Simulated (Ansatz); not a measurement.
## Phonons of MgO2 (R-3m) against volume

Does MgO2 (R-3m) expand much on heating, by its phonons?

Program: Ansatz 0.2.0. Level of theory: DFT PBEsol+D3(BJ), scalar-relativistic, plane waves, PAW. Results are calculated unless marked as measured.

### 1. Starting point

The structure is trigonal, space group R-3m (No. 166). Conventional cell: a = 3.143 Å, b = 3.143 Å, c = 10.335 Å, α = 90.00°, β = 90.00°, γ = 120.00°. Nearest to Mg lie 6 O at 2.07 Å. Nearest to O lie 1 O at 1.46 Å and 3 Mg at 2.07 Å. Farther neighbours and most contacts between anions are not listed.

Coordinates:

```cif
data_structure
_symmetry_space_group_name_H-M 'R-3m:H'
_symmetry_Int_Tables_number 166
_cell_length_a 3.1431
_cell_length_b 3.1431
_cell_length_c 10.3349
_cell_angle_alpha 90.000
_cell_angle_beta 90.000
_cell_angle_gamma 120.000
_cell_volume 88.42
loop_
_atom_site_label
_atom_site_type_symbol
_atom_site_symmetry_multiplicity
_atom_site_Wyckoff_symbol
_atom_site_fract_x
_atom_site_fract_y
_atom_site_fract_z
_atom_site_occupancy
Mg1 Mg 3 a 0.00000 0.00000 0.00000 1
O1 O 6 c 0.66667 0.33333 0.76248 1
```

### 2. The dispersion

The cell comes from relaxations at this level that are not shown. Stability and thermal properties need the whole zone. Linear response on a 3×3×3 q mesh gives force constants as far as a supercell of that size would, and the tensors from the zone-centre run are typed in so that the long-range dipole term is interpolated apart.

Input file input.yaml:

```yaml
crystal:
  lattice:
    - [1.5715398684, 0.9073289661, 3.4449804859]
    - [-1.5715398684, 0.9073289661, 3.4449804859]
    - [0.0, -1.8146579321, 3.4449804859]
  atoms:
    - { symbol: Mg, position: [0.0, 0.0, 0.0] }
    - { symbol: O, position: [0.4291445267, 0.4291445267, 0.4291445267] }
    - { symbol: O, position: [0.5708554733, 0.5708554733, 0.5708554733] }
kpoints:
  mp_grid: { grid: [9, 9, 9] }
hamiltonian:
  xc: pbesol
  dispersion: d3bj
scf:
  occupations: { method: fixed }
output:
  eigenvalues: true
phonons:
  method: dfpt
  qmesh: [3, 3, 3]
  temperatures: { t_max: 1000, t_step: 50 }
  qpath:
    path:
      - [[0.0, 0.0, 0.0], [0.5, 0.5, 0.5], [0.78708834, 0.21291166, 0.5]]
      - [[0.5, -0.21291166, 0.21291166], [0.5, 0.0, 0.0], [0.0, 0.0, 0.0], [0.35645583, -0.35645583, 0.0]]
      - [[0.64354417, 0.0, 0.35645583], [0.5, 0.0, 0.5], [0.0, 0.0, 0.0]]
    npoints: 10
  non_analytic_term:
    high_frequency_dielectric_tensor: [[2.7993, 0.0, 0.0], [0.0, 2.7993, 0.0], [0.0, 0.0, 4.0156]]
    born_effective_charges:
      - { species: Mg, tensor: [[2.0118, 0.0, 0.0], [0.0, 2.0118, 0.0], [0.0, 0.0, 2.0624]] }
      - { species: O, tensor: [[-1.0059, 0.0, 0.0], [0.0, -1.0059, 0.0], [0.0, 0.0, -1.0312]] }
      - { species: O, tensor: [[-1.0059, 0.0, 0.0], [0.0, -1.0059, 0.0], [0.0, 0.0, -1.0312]] }
    source: "zone-centre run at this cell"
```

Launch:

```console
> ansatz run input.yaml --threads 4 --pin off --max-ram 7168MiB --backend cpu --events-out ev --progress --plain --runs-dir out
```

Numbers of over 12 decimals in the logs are rounded to 6 here.

The log of the run:

```text
Warning: phonons: the dynamical matrix that this run interpolates holds no multipole term above the dipole-dipole one, and a site of this crystal is no centre of inversion, so its interpolated transverse optical and acoustic branches and sound speeds can stay off near Gamma, and the density of states and the thermodynamics with them. What a run solves at a wave vector of phonons.qpoints, Gamma apart, where the deck admits one, is free of this, and under fd what a larger phonons.supercell samples
Engine: ansatz 0.2.0, aarch64-unknown-linux-gnu
Pseudopotentials: kind: paw
Pseudopotential: Mg, paw, valence charge 10, recommended cutoff 420 eV (normal), Mg.paw.azcp
Pseudopotential: O, paw, valence charge 6, recommended cutoff 420 eV (normal), O.paw.azcp
Functional definition: PBEsol
  exchange = pbesol_x
  correlation = pbesol_c
Crystal: 3 atoms, lattice volume = 29.473 Å³
Basis set: ecut = 420 eV, 575 PW (Γ), exchange–correlation on 54×54×54 points (8 copies of the dense FFT grid, shifted against one another)
Bands: 15, of which v1, the nominal top of the filled ones, is band 11 counted from 1 (10 counted from 0)
Symmetry: 12 space group operations
k-points: 85 of 729
Non-local potential: Mg, projectors of the file, l = 0: 3, l = 1: 2, l = 2: 1
Non-local potential: O, projectors of the file, l = 0: 2, l = 1: 2, l = 2: 1
PAW form: soft (Blöchl's): semilocal exchange-correlation on the pseudo side does not see the compensation charge
PAW frozen core: Mg, regenerated for the run's functional, and the local potential with it (the file was generated under x = pbe(κ = 0.804, μ = 0.219515), c = pbe(β = 0.066725))
PAW frozen core: O, regenerated for the run's functional, and the local potential with it (the file was generated under x = pbe(κ = 0.804, μ = 0.219515), c = pbe(β = 0.066725))
PAW one-centre angular grid: Mg, 110 points (default); XC on 64 Gauss nodes
PAW one-centre angular grid: O, 110 points (default); XC on 64 Gauss nodes
Initial density: superposition of atomic densities (neutral atoms: chi_scale 0, normalization atom), corrected by the library's trained network
Initial wavefunctions: pseudopotential atomic-orbital guess
Functional: x = pbesol(κ = 0.804, μ = 0.123457), c = pbesol(β = 0.046)
SCF iter   1: F=—  HF=-3034.123689 eV  |F-HF|=—  |Δ(HF+E_count)|=         —  Δρ=1.39e-2  dr2=4.97e-2  ethr=1.77e-3  ⟨swp⟩=4.2  Hψ=6038  notcnv=0  defer=155
preconditioner: auto → none  [insulator: Δε(μ)=2.604 eV  Ē_g=16.660 eV  n_scr=8 (ndim 8)  ℏωp=25.6 eV  f_vac=0.033  ε∞_Penn≈3.4]
SCF iter   2: F=—  HF=-3034.109575 eV  |F-HF|=—  |Δ(HF+E_count)|=   1.41e-2  Δρ=5.12e-3  dr2=3.90e-3  ethr=2.26e-4  ⟨swp⟩=2.0  Hψ=2526  notcnv=0  defer=170
SCF iter   3: F=—  HF=-3034.108404 eV  |F-HF|=—  |Δ(HF+E_count)|=   1.17e-3  Δρ=1.44e-3  dr2=1.74e-4  ethr=1.77e-5  ⟨swp⟩=2.6  Hψ=1927  notcnv=0  defer=170
SCF iter   4: F=—  HF=-3034.108522 eV  |F-HF|=—  |Δ(HF+E_count)|=   1.18e-4  Δρ=2.01e-4  dr2=3.47e-6  ethr=7.90e-7  ⟨swp⟩=2.0  Hψ=2369  notcnv=0  defer=170
SCF iter   5: F=—  HF=-3034.108528 eV  |F-HF|=—  |Δ(HF+E_count)|=   5.78e-6  Δρ=2.04e-5  dr2=5.53e-8  ethr=1.58e-8  ⟨swp⟩=2.5  Hψ=2065  notcnv=0  defer=4
SCF iter   6: F=—  HF=-3034.108528 eV  |F-HF|=—  |Δ(HF+E_count)|=   2.77e-7  Δρ=4.34e-6  dr2=3.35e-9  ethr=2.51e-10  ⟨swp⟩=2.0  Hψ=2209  notcnv=0
SCF iter   7: F=—  HF=-3034.108528 eV  |F-HF|=—  |Δ(HF+E_count)|=   2.25e-9  Δρ=8.22e-7  dr2=9.58e-11  ethr=1.52e-11  ⟨swp⟩=2.0  Hψ=1722  notcnv=0
SCF iter   8: F=-3034.108528 eV  HF=-3034.108528 eV  |F-HF|=1.36e-12  |Δ(HF+E_count)|=  5.18e-11  Δρ=8.12e-8  dr2=8.07e-13  ethr=1.00e-12  ⟨swp⟩=7.0  Hψ=7024  notcnv=0
SCF 1 converged in 8 iterations: F = -3034.108528 eV  dr2 = 8.07e-13
  greatest PAW one-centre occupation: 1.000 electrons in one spin orbital (limit 2), on the Mg atom at site 0 (counted from 0), in its partial waves of l = 0
NSCF: frozen V_eff on 85 k-points
NSCF: frozen V_eff on 205 k-points
DFPT response loops at q = (0, 0, 0) (fractional): preconditioner auto → none (the input reference at scf.mixing.eps_inf says where Resta's filter doesn't serve); β = 0.50; Broyden in place of MSR1
NSCF: frozen V_eff on 810 k-points
DFPT response loops at q = (0, 0, 0.333333) (fractional): mixed as the last ones told, above
NSCF: frozen V_eff on 1458 k-points
DFPT response loops at q = (0, 0.333333, 0.333333) (fractional): mixed as the last ones told, above
NSCF: frozen V_eff on 1458 k-points
DFPT response loops at q = (0, 0.333333, -0.333333) (fractional): mixed as the last ones told, above
NSCF: frozen V_eff on 810 k-points
DFPT response loops at q = (0.333333, 0.333333, 0.333333) (fractional): preconditioner auto → Resta (q_TF=auto, 2.599 Å⁻¹)  ε∞=4.8 (no band partly filled); β = 1.00, the filter's whole step (`scf.mixing.beta` (0.50) is not read by the response loops at its default; to damp them type it under 1.00, their step now; it binds the ground state too); Broyden in place of MSR1
NSCF: frozen V_eff on 810 k-points
DFPT response loops at q = (0.333333, 0.333333, -0.333333) (fractional): mixed as the last ones told, above
SCF converged after 8 iterations
Free energy (F): -3034.108528 eV
Harris-Foulkes:  -3034.108528 eV  (|F-HF|=1.36e-12)
Internal energy: -3034.108528 eV  (E = F + TS)
E sigma→0 (E₀):  -3034.108528 eV
Fermi energy:    7.006116 eV
--- Per-component energies (eV) ---
  E_band       = -341.253074
  E_kinetic    = 427.206592
  E_local      = -2100.932506  (includes V_loc(G=0)·N_el)
  E_nonlocal   = 192.925434
  E_hartree    = 730.408080
  E_xc         = -175.023981
  E_vxc        = -225.030644  (∫ρ·V_xc dr)
  E_paw        = -584.828343  (= ΣΔE_a)
  E_vpaw       = -96.243012  (= ΣTr[D̂ρ^β])
  E_aug_tail   = 0.004907  (compensation charges beyond the density's cutoff)
  E_ewald      = -1523.545514
  E_disp       = -0.452634  (pairwise vdW)
  E_core_change = 0.129438  (= ΣΔE_core)
  E_smearing   = -0.000000  (= −TS)
  E_closure    = 0.000000  (closes the sum)
  Σ components = -3034.108528   (vs F -3034.108528, Δ=0.00e0)
--- Band table (eV; the first three rows and the last of 85) ---
  k-point 0: bands = [... 7 lower, 3.4756, 3.4756, 6.1582, 6.1582, 11.7400, 12.1428, 19.4166, 21.1276]
  k-point 1: bands = [... 7 lower, 3.1093, 3.4276, 6.0604, 6.1020, 11.9486, 12.4206, 19.4381, 20.8444]
  k-point 2: bands = [... 7 lower, 2.2706, 3.3109, 5.8815, 5.9624, 11.9204, 13.5314, 19.1602, 19.7035]
  k-point 84: bands = [... 7 lower, 2.7022, 2.8836, 6.6808, 6.9663, 9.7875, 12.4523, 17.0638, 20.3097]
--- Phonons (Γ-DFPT): 4 representative perturbations + reference (Σ response iterations 14) ---
  ASR residual: 3.657e-5 → 0.000e0 eV/Å²; symmetrization residual: 6.105e-7 eV/Å²
  pairwise dispersion correction: d3bj (s6 = 1.0, s8 = 2.9491, a1 = 0.4466, a2_bohr = 6.1742), with the weights of each atom's references fixed at the reference crystal's, and the forces and stress that the weights' published response gives there kept as a pressure on the atom's counted neighbours (hamiltonian.dispersion)
  ASR residual per site (eV/Å²): 3.66e-5 2.43e-5 2.43e-5
  Γ frequencies (cm⁻¹): 0.00 0.00 0.00 306.36 306.36 388.88 425.34 425.34 966.68
--- Phonons (arbitrary-q DFPT): 6 irreducible q on the 3×3×3 mesh ---
  q = [0.0000, 0.0000, 0.0000] (star 1, of the zone-centre solve; hermiticity 4.15e-8, symmetrization 2.29e-11): -0.00 0.00 0.00 306.36 306.36 388.88 425.34 425.34 966.68
  q = [0.0000, 0.0000, 0.3333] (star 6, 6 solved perturbations on 405 of 729 k-point pairs; hermiticity 1.70e-7, symmetrization 5.86e-13): 134.74 189.85 307.71 313.69 342.76 427.01 447.31 537.17 950.44
  q = [0.0000, 0.3333, 0.3333] (star 6, 4 solved perturbations in 2268 linear systems a pass and spin channel, the states on 729 of 729 k-point pairs; hermiticity 1.18e-7, symmetrization 2.13e-10): 159.92 198.18 325.89 345.84 377.08 406.67 433.60 496.29 931.11
  q = [0.0000, 0.3333, -0.3333] (star 6, 4 solved perturbations in 2196 linear systems a pass and spin channel, the states on 729 of 729 k-point pairs; hermiticity 6.99e-8, symmetrization 2.36e-10): 230.17 302.25 325.27 343.29 387.82 409.54 459.72 465.53 931.35
  q = [0.3333, 0.3333, 0.3333] (star 2, 4 solved perturbations in 1140 linear systems a pass and spin channel, the states on 405 of 729 k-point pairs; hermiticity 1.36e-7, symmetrization 2.84e-10): 90.12 90.12 289.79 289.79 328.28 444.44 444.44 498.55 918.13
  q = [0.3333, 0.3333, -0.3333] (star 6, 6 solved perturbations on 405 of 729 k-point pairs; hermiticity 1.41e-7, symmetrization 2.04e-12): 156.13 286.90 321.93 330.43 388.45 413.42 449.84 478.21 915.12
  sum rule: each row above includes the acoustic sum rule's correction from the zone centre's row sums; it moved no ω² by more than (0.64 cm⁻¹)²
  mesh force constants: q→R imaginary residual 0.00e0; ASR residual 3.657e-5 → 0.000e0 eV/Å²; symmetrization residual 2.656e-14 eV/Å²
  interpolated dispersion: 74 rows × 9 modes
  density of states and harmonic sums: on the 24×24×24 q-mesh, interpolated from the force constants of a 3×3×3 supercell (with the dipole–dipole term of supplied tensors)
  largest difference from the sums on the solved wave vectors: F 1.63e-2 eV, S 2.60e-5 and C_V 9.47e-6 eV/K
  zero-point energy: 0.228674 eV/cell   skipped modes (ω ≤ 0): 3   left out of the sums: 2.41e-5 of the cell's modes: C_V's classical limit lies that fraction below 3 k_B per atom; for a crystal, a wire or a layer, F and S can be off by more, and a phonons.interpolated_qmesh denser along its periods is the remedy for the sampling
```

Wall time 2.7 min (4 threads of Arm Neoverse V1, shared host); peak memory 1 GiB; 11 min of CPU time.

The column dr2 measures how far the density is from self-consistency, as an energy; F and HF (Harris–Foulkes) agree once it is small.

Numbers from this step:

```
gap on the k-mesh                                          : 2.612 eV
volume per atom                                            : 9.824 Å³
sum-rule residual before enforcement                       : 3.66e-5 eV/Å²
lowest frequency on the path                               : 0 cm⁻¹
point group                                                : -3m
highest frequency on the path or at a solved wavevector    : 966.7 cm⁻¹
mean frequency                                             : 409.9 cm⁻¹
Debye temperature (second moment)                          : 857 K
logarithmic mean frequency                                 : 362.4 cm⁻¹
highest optical mode at the zone centre (no LO-TO term)    : 966.7 cm⁻¹
lowest optical zone-centre mode                            : 306.4 cm⁻¹
lowest mode on the q mesh (acoustic modes at Γ apart)      : 90.12 cm⁻¹
zero-point energy per atom                                 : 76.22 meV
heat capacity at 300 K                                     : 18.18 J/(mol atoms K)
vibrational entropy at 300 K                               : 15.25 J/(mol atoms K)
edges of the widest gap between branches, on path and mesh : 596.4, 896.7 cm⁻¹
```

Frequencies (cm⁻¹) solved at each irreducible wavevector; negative means imaginary. Frequencies by wavevector, by row:

```tsv
q in reciprocal lattice units	star	mode 1	mode 2	mode 3	mode 4	mode 5	mode 6	mode 7	mode 8	mode 9
0 0 0	1	0	0	0	306.4	306.4	388.9	425.3	425.3	966.7
0 0 0.3333	6	134.7	189.8	307.7	313.7	342.8	427	447.3	537.2	950.4
0 0.3333 0.3333	6	159.9	198.2	325.9	345.8	377.1	406.7	433.6	496.3	931.1
0 0.3333 -0.3333	6	230.2	302.2	325.3	343.3	387.8	409.5	459.7	465.5	931.4
0.3333 0.3333 0.3333	2	90.1	90.1	289.8	289.8	328.3	444.4	444.4	498.6	918.1
0.3333 0.3333 -0.3333	6	156.1	286.9	321.9	330.4	388.4	413.4	449.8	478.2	915.1
```

Symmetry leaves 6 wavevectors to solve. The lowest mode among them, the acoustic zeros apart, lies at q = (0.333, 0.333, 0.333) and is real, 90.1 cm⁻¹.

### 3. Relaxing at another volume, volume ratio 0.97

The volume is scaled by 0.97 and held, while shape and atoms relax as far as symmetry allows. The modes can then be followed against volume.

Input file input.yaml:

```yaml
crystal:
  lattice:
    - [1.5556646429, 0.8981634004, 3.4101803239]
    - [-1.5556646429, 0.8981634004, 3.4101803239]
    - [0.0, -1.7963268008, 3.4101803239]
  atoms:
    - { symbol: Mg, position: [0.0, 0.0, 0.0] }
    - { symbol: O, position: [0.4291445267, 0.4291445267, 0.4291445267] }
    - { symbol: O, position: [0.5708554733, 0.5708554733, 0.5708554733] }
kpoints:
  mp_grid: { grid: [9, 9, 9] }
hamiltonian:
  xc: pbesol
  dispersion: d3bj
scf:
  occupations: { method: fixed }
output:
  forces: true
  stress: true
  eigenvalues: true
relax:
  adjacent_minimum: "off"
  f_tol: 0.001
  max_steps: 60
  cell: { stress_tol: 0.01, fix: [volume] }
```

The log of the run:

```text
[...]
Crystal: 3 atoms, lattice volume = 28.589 Å³
Basis set: ecut = 420 eV, 557 PW (Γ), exchange–correlation on 54×54×54 points (8 copies of the dense FFT grid, shifted against one another)
Bands: 15, of which v1, the nominal top of the filled ones, is band 11 counted from 1 (10 counted from 0)
Symmetry: 12 space group operations
[...]
k-points: 85 of 729
[...]
F+E_penalty+E_count = -3034.09691833 eV   max|allowed force component| = 6.796e-4 eV/Å   (the final SCF, on the basis selected at the relaxed cell)
  cell:  # Å, volume = 28.5891 Å³
    - [1.552306, 0.896224, 3.424954]
    - [-1.552306, 0.896224, 3.424954]
    - [0, -1.792448, 3.424954]
  atoms:
    - { symbol: Mg, position: [0, 0, 0] }
    - { symbol: O, position: [0.429157, 0.429157, 0.429157] }
    - { symbol: O, position: [0.570843, 0.570843, 0.570843] }
[key lines of the parts left out:]
SCF converged after 6 iterations
Free energy (F): -3034.096918 eV
Fermi energy:    7.381885 eV
P = ⅓ Tr σ = 4.3080 GPa (43.080 kbar)
```

It took 4.9 s on 4 threads; peak memory 0.33 GiB.

Step by step:

```tsv
step	energy less that of the first step (eV)	largest force component (eV/Å)	pressure (GPa)	volume (Å³)
1	0.0000	0.1641	4.73	28.59
2	-0.0014	0.0659	4.30	28.59
3	-0.0015	0.0335	4.30	28.59
4	-0.0015	0.0006	4.28	28.59
5*	-0.0012	0.0013	4.26	28.59
6	-0.0011	0.0008	4.30	28.59
7*	-0.0012	0.0007	4.31	28.59
```

Relaxation steps marked * repeat the geometry before them on a plane-wave basis chosen anew for their cell, so energy and pressure can jump there.

Forces are held to the 12 operations that the run works with; a distortion that breaks them can't arise in this run.

```tsv
conventional cell, symmetrised	before	after	change
a (Å)	3.111	3.105	-0.2 %
b (Å)	3.111	3.105	-0.2 %
c (Å)	10.231	10.275	+0.4 %
volume (Å³/atom)	9.53	9.53	-0.0 %
```

Final coordinates:

```
Mg O
1.0
     1.55231    0.89622    3.42495
    -1.55231    0.89622    3.42495
     0.00000   -1.79245    3.42495
Mg O
1 2
Direct
  0.00000 0.00000 0.00000
  0.42916 0.42916 0.42916
  0.57084 0.57084 0.57084
```

This step gave:

* pressure: 4.308 GPa
* gap on the k-mesh: 2.712 eV
* volume per atom: 9.530 Å³
* direct gap on mesh: 2.712 eV

The relaxation ends with a largest force component of 6.8e-4 eV/Å.

[end of part 1 of 3]

[Logs are printed without paths, hosts, clocks, repeated set-up lines and the standing remarks that a program may print on its own settings, such as how far it seeks lower states.]

[Hosts, paths, dates, database ids (printed as entryN), source tags and the programs' standing remarks are cut or masked in the printed files.]
